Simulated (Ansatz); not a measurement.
# Ba2LuSbO6: which shell does photoemission see at 21.2 and 150 eV? (LDA)

The valence band of Ba2LuSbO6 mixes several shells. Work out by hand which one leads the spectrum's area at each photon energy.

Filled states come from the projected DOS of Ansatz 0.2.0 (LDA, plane waves); cross sections σ and asymmetry parameters β are those of free atoms in a Dirac–Hartree–Slater calculation. A shell's area is states × σ × angular factor, which is 1 − β·P₂(cos θ)/2 for unpolarised light, with θ = 54.7° from the beam and P₂ = 0.001.

**At 21.2 eV** (states counted from 9.1 eV below the zero; other shells add 7.1 to the products' sum of 90.8):

| shell | filled states a cell | cross section (Mb an electron) | β | angular factor | product | share by hand (%) | share in the simulated spectrum (%) |
| --- | --- | --- | --- | --- | --- | --- | --- |
| Lu 4f | 13.98 | 0.0916 | 0.83 | 1.00 | 1.28 | 1 | 1 |
| O 2s | 0.63 | 0 | 0.00 | 1.00 | 0 | 0 | 0 |
| O 2p | 30.24 | 2.73 | 0.81 | 1.00 | 82.4 | 91 | 91 |

**At 150 eV** (states counted from 28.4 eV below the zero; other shells add 1.1 to the products' sum of 13):

| shell | filled states a cell | cross section (Mb an electron) | β | angular factor | product | share by hand (%) | share in the simulated spectrum (%) |
| --- | --- | --- | --- | --- | --- | --- | --- |
| Lu 4f | 13.99 | 0.52 | 0.33 | 1.00 | 7.27 | 56 | 56 |
| O 2s | 10.52 | 0.148 | 2.00 | 1.00 | 1.56 | 12 | 12 |
| O 2p | 30.87 | 0.0983 | 1.46 | 1.00 | 3.03 | 23 | 23 |

O 2p leads at 21.2 eV and Lu 4f at 150 eV. Between the two energies σ of O 2p changes by a factor 0.036 and that of Lu 4f by 5.7, so their ratio moves 157-fold in favour of the second. The simulated spectrum uses the same rule on the energy-resolved DOS, so the two share columns agree within a few points.

Only crystals where the two columns agree within 4 points and the lead is clear are worked in this form. Free-atom cross sections ignore the solid's final states, no escape depth or background enters, and the count of states a shell hangs on the projection.
